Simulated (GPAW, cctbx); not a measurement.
## How far are the atoms of TiSn2 from free atoms?

Question: by how much does bonding change the X-ray structure factors of TiSn2, how firmly does DFT give the change, and what does a routine refinement make of it?

The start was made by putting kin elements into a known structure type; the compound need not exist, or be stable, in this form. All numbers below are calculated.

## Step 1: Relax the structure

The density hangs on the geometry, so cell and atoms are relaxed first, with the symmetry held. The cutoff is set higher than for the density because stress converges slowly with plane waves.

Settings: GPAW 26.7.0, PBE, 570 eV, 5×5×5 k-points, Fermi–Dirac width 0.1 eV, BFGS to 0.03 eV/Å.

```text
cell
1.0
     0.000000000    0.000000000    5.490000000
    -3.397000000    3.397000000    2.745000000
    -3.397000000   -3.397000000    2.745000000
Sn Ti
4 2
Direct
0.840800000 0.500000000 0.818400000
0.340800000 0.818400000 0.500000000
0.659200000 0.181600000 0.500000000
0.159200000 0.500000000 0.181600000
0.750000000 0.000000000 0.000000000
0.250000000 0.000000000 0.000000000
```

```console
$ OMP_NUM_THREADS=1 mpirun -n 4 gpaw python run.py > gpaw.log
```

```text
BFGS:    0      -30.673544        0.778352
BFGS:    1      -30.699045        0.715450
BFGS:    2      -30.864643        0.153840
BFGS:    3      -30.872048        0.163265
...
BFGS:   10      -30.884451        0.033814
BFGS:   11      -30.884445        0.032006
BFGS:   12      -30.884838        0.019991
cell  5.5508 5.6598 5.6598  76.09 60.64 60.64
volume 135.052 A^3, largest force 0.012 eV/A, largest stress 0.14 GPa
```

After 12 steps the volume has changed by +6.6 % and the energy by -0.211 eV; the largest stress left is 0.14 GPa. It took 4.5 min on 4 cores of Arm Neoverse V1 (shared host), peak memory 1.3 GiB.

Relaxed structure: I4/mcm (no. 140), a = 6.9757 Å, b = 6.9757 Å, c = 5.5508 Å, α = 90.00°, β = 90.00°, γ = 90.00°.

```csv
atom,mult.,x,y,z
Sn1,8,0.3288,0.8288,1/2
Ti1,4,0,0,3/4
```

## Step 2: Density and charge transfer

X-rays see the whole electron density, so the PAW density is rebuilt with its core regions. Subtracting spherical free atoms from the same code cancels the cores and leaves the deformation density Δρ, the part due to bonding.

Settings: PBE, 450 eV, 6×6×6 k-points, Fermi–Dirac width 0.1 eV; primitive cell of 6 atoms.

```console
$ OMP_NUM_THREADS=1 mpirun -n 4 gpaw python run.py > gpaw.log
```

```text
|iter:   1|       0s |  -32.210478 | +0.14 |       |
|iter:   2|       3s |  -31.608019 | -1.54 | -1.28 |
|iter:   3|       6s |  -30.809287 | -1.64 | -1.38 |
...
|iter:   9|      23s |  -30.619376c| -5.98 | -4.22c|
|iter:  10|      26s |  -30.619379c| -6.59 | -4.76c|
|iter:  11|      29s |  -30.619378c| -7.53c| -5.37c|
```

```text
grid (56, 56, 56)  electrons 244.000  moved by bonding 1.194 e
deformation density beyond 0.5 A of the nuclei: max 0.214, min -0.130 e/A^3
atom        x       y       z   Voronoi charge  moment
Sn1    0.8288  0.5000  0.8424      0.066       0.00
Sn2    0.3288  0.8424  0.5000      0.066       0.00
Sn3    0.6712  0.1576  0.5000      0.066       0.00
Sn4    0.1712  0.5000  0.1576      0.066       0.00
Ti5    0.7500  0.0000  0.0000     -0.132       0.00
Ti6    0.2500  0.0000  0.0000     -0.132       0.00
mean inner potential of superposed free atoms 21.312 V
total magnetic moment 0.000 muB
```

Deformation density in a plane through the shortest contact of the Ti atom at the origin, in 0.01 e/Å³ (clipped at ±99); x from -1.6 to 4.4 Å, y from 2.4 down to -2.4 Å:

```text
  .   .  -2  -3   0   0  -2  -3  -3  -2   0   0  -3  -2   .   .
 -4  -4  -2   1   1   1  -1  -1  -1  -1   1   1   1  -2  -4  -4
  2   2   3   3   1   1   1   1   1   1   1   1   3   3   2   2
  5   5   4   1   0  -1   1   2   2   1  -1   0   1   4   5   5
  4   4   1  -1   1  -3   0   3   3   0  -3   1  -1   1   4   4
  5   5   4  -6   .  -8   3   5   5   3  -7   .  -7   4   5   5
  7   7  12   .   .   .  12   7   7  12   .   .   .  12   7   7
  5   5   4  -7   .  -7   3   5   5   3  -8   .  -6   4   5   5
  4   4   1  -1   1  -3   0   3   3   0  -3   1  -1   1   4   4
  5   5   4   1   0  -1   1   2   2   1  -1   0   1   4   5   5
  2   2   3   3   1   1   1   1   1   1   1   1   3   3   2   2
 -4  -4  -2   1   1   1  -1  -1  -1  -1   1   1   1  -2  -4  -4
  .   .  -2  -3   0   0  -2  -3  -3  -2   0   0  -3  -2   .   .
```

Atoms in or within 0.15 Å of the plane: Ti (0.0, 0.0), Ti (2.8, 0.0) Å. Dots mark points within about 0.45 Å of a nucleus; large values next to them are atomic features.

Ti gains most (-0.13 e) and Sn loses most (+0.07 e), which isn't the order of electronegativity: valence and coordination count too, and Voronoi cells cut space at the midplane whatever the atoms' sizes. Along the shortest contact from the Ti atom at the map's origin, Ti–Ti at 2.78 Å, Δρ is +0.06 e/Å³ at the midpoint; the highest value on the line, +0.26, lies at the edge of the range, 0.5 Å from Ti, and is an atomic rather than a bond feature: little piles up between the atoms, as is usual in a metallic crystal, which this run finds. At the midpoints of other shortest contacts it is +0.04 (Sn–Ti, 2.94 Å) and +0.02 (Sn–Sn, 3.18 Å) e/Å³. Point values carry grid noise of about 0.01 e/Å³. The run needed 11 iterations, 39 s.

## Step 3: From the density to structure factors

The Fourier components of Δρ, added to those of the free atoms, give the static X-ray structure factors; the Mott–Bethe relation turns them into the Fourier components V of the potential that fast electrons feel.

```text
static structure factors of the conventional cell: F in electrons, V (Mott-Bethe) in volts
   h  k  l      d  |F| table  |F| free   |F| DFT   change   |V| free  |V| DFT  change %
   1  1  0  4.9326     6.191     6.075     5.036   -1.040     1.541    1.112    -27.9
   2  0  0  3.4878   120.318   120.441   120.033   -0.408     2.245    2.329      3.8
   0  0  2  2.7754   265.195   265.427   265.720    0.294     6.088    6.049     -0.6
   2  1  1  2.7196   242.869   242.890   242.764   -0.125     6.455    6.471      0.2
   2  2  0  2.4663   160.394   160.170   159.637   -0.533     4.963    5.017      1.1
   1  1  2  2.4188   135.482   135.257   134.427   -0.830     4.278    4.360      1.9
   3  1  0  2.2059   207.836   207.597   206.995   -0.602     5.765    5.814      0.9
   2  0  2  2.1717   229.716   229.472   228.513   -0.959     6.230    6.307      1.2
   2  2  2  1.8436    31.419    31.493    31.319   -0.174     0.043    0.054     23.1
   3  2  1  1.8269    20.564    20.553    20.832    0.279     0.446    0.430     -3.5
   4  0  0  1.7439    58.990    59.013    59.013   -0.001     0.645    0.645      0.0
   3  1  2  1.7269    79.955    79.959    80.045    0.086     1.086    1.081     -0.4
   3  3  0  1.6442   222.287   222.165   221.828   -0.337     3.989    4.004      0.4
   4  1  1  1.6184   221.619   221.469   221.392   -0.077     4.501    4.505      0.1
```

The largest X-ray change is -1.04 e on 110, 17.1 % of |F|. For electrons V goes as (Z − F)/g², so a change of F counts against Z − F, which is small at low angle and wherever the atoms' terms cancel: |V| of 110 moves by -27.9 % (1.54 to 1.11 V) against -17.1 % in |F|. The last three rows still change by up to 0.34 e; the table stops while the angles are still low. The tabulated Hartree–Fock atoms differ from the free DFT atoms by up to 0.24 e, so the choice of reference atom matters too.

## Step 4: The functional ladder

The same geometry is run with other functionals, to see whether the bonding signal is larger than the spread between approximations. Free atoms are LDA for LDA and PBE otherwise; meta-GGAs and hybrids keep PBE cores. Any other changed setting is in the row's label.

```
   run  ΔF 110 (e)  ΔF 202 (e)  ΔF 112 (e)  q(Ti) (e)  moved (e)     time
   PBE      -1.040      -0.959      -0.830     -0.132      1.194     39 s
   LDA      -1.011      -0.923      -0.786     -0.124      1.136     39 s
r2SCAN      -1.004      -1.110      -0.950     -0.107      1.350  1.9 min
```

At the base's settings ΔF(110) spans -1.040 to -1.004 e, a spread of 3 % of the PBE value; over the three listed reflections the spread is at most 20 %, so sign and size hold across the functionals. Times are from shared hosts.

## Step 5: Refining ordinary atoms against data with bonding

Routine crystallography fits spherical atoms. To see the bias, intensities are simulated from tabulated atoms plus the DFT change ΔF, so that bonding alone can misfit (8460 reflections of the full sphere, merged to the counts below, to 0.4 Å, 1 % proportional noise plus counting noise, assumed isotropic U as listed, Δρ smeared by the mean U) and refined with cctbx over different ranges.

```csv
range,data,R1,GooF,U Sn1 (true 0.0059),U Ti1 (true 0.008),largest shift (Å),"Δρ max, min (e/Å³)"
all data,623,0.0035,0.98,0.0059,0.0080,0.0000,"0.23, -0.26"
"low resolution, d > 0.84",79,0.0027,1.07,0.0059,0.0081,0.0003,"0.13, -0.17"
"high order, d < 0.75",519,0.0039,0.97,0.0059,0.0080,0.0000,"0.26, -0.25"
"occupancies free, d > 0.7",126,0.0025,1.00,0.0059,0.0081,0.0002,"0.12, -0.25"
```

With all data GooF is 0.98, so at this noise the bonding hardly shows; the top residual peak, near noise level, lies 0.51 Å from Ti and 2.27 Å from Ti. No U is off by more than 3 s.u. at low resolution. With Sn1 held at 1 and the scale free, the other occupancies refine to Ti1 0.999(0.002), within three s.u. of full.

## Step 6: Answer

Bonding moves 1.19 e in the primitive cell of TiSn2 and changes the structure factors of the conventional cell in the table above by at most 1.04 e (110, 17.1 %). The shortest bond, Ti–Ti, has Δρ = +0.06 e/Å³ at its midpoint, with no localised bond charge. At the base's settings ΔF(110) spans -1.040 to -1.004 e, a spread of 3 % of the PBE value; over the three listed reflections the spread is at most 20 %, so sign and size hold across the functionals. With all data GooF is 0.98, so at this noise the bonding hardly shows. Limits: static density, frozen cores, no spin–orbit coupling.

[Outputs are excerpts: Python notices, other lines and further rows are left out; steps that failed or that the build refused (PBEsol, TPSS) are not shown.]

[Logs are printed without paths, hosts, clocks, repeated set-up lines and the standing remarks that a program may print on its own settings, such as how far it seeks lower states.]
